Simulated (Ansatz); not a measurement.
Consider SrAgO3 (cubic perovskite) (Pm-3m).

The structure was built from a prototype and need not be the compound's stable phase.

```xyz
5
Lattice="0.0000 -3.9620 0.0000 0.0000 0.0000 3.9620 -3.9620 0.0000 0.0000" Properties=species:S:1:pos:R:3 pbc="T T T"
Sr    0.0000    0.0000    0.0000
Ag   -1.9810   -1.9810    1.9810
O     0.0000   -1.9810    1.9810
O    -1.9810   -1.9810    0.0000
O    -1.9810    0.0000    1.9810
```

The structure was relaxed with LDA. The structure type comes from a generator and need not be one that this composition takes. The structure was generated from a model, not taken from a measurement. The runs that relaxed it are not among those shown. The program's search for lower electronic states was switched off, so nothing shows that the state found is the lowest. PAW set soft_2, made with PBE.

A constrained-RPA run (Ansatz 0.2.0; non-magnetic LDA; Ag d + anion p, bands v13 to c1, 4×4×4 mesh, medium accuracy) builds 14 functions on bands 11 eV wide, with 25.0 electrons in the window. The bare on-site interaction is 19.7 eV and the bare J 0.76 eV.

What U and J survive the screening?

On the Ag d shell, U = 8.93 eV (45 % of the bare value), U′ = 7.72 eV, J = 0.60 eV.

The parent state is non-magnetic and the interaction static (zero frequency); U depends on the window and the orbitals, so it belongs to this model alone. A window that holds the anion p bands defines a model with explicit ligands; its U belongs to that model and is not the U of DFT+U.

[Paths, hosts, dates, memory and timing lines, banners, echoed tables and standing remarks are left out of the program output.]

[Logs are printed without paths, hosts, clocks, repeated set-up lines and the standing remarks that a program may print on its own settings, such as how far it seeks lower states.]

[Runs of the session that timed out or met a known fault of the program may be left out.]

[Hosts, paths, dates, database ids (printed as entryN), source tags and the programs' standing remarks are cut or masked in the printed files.]
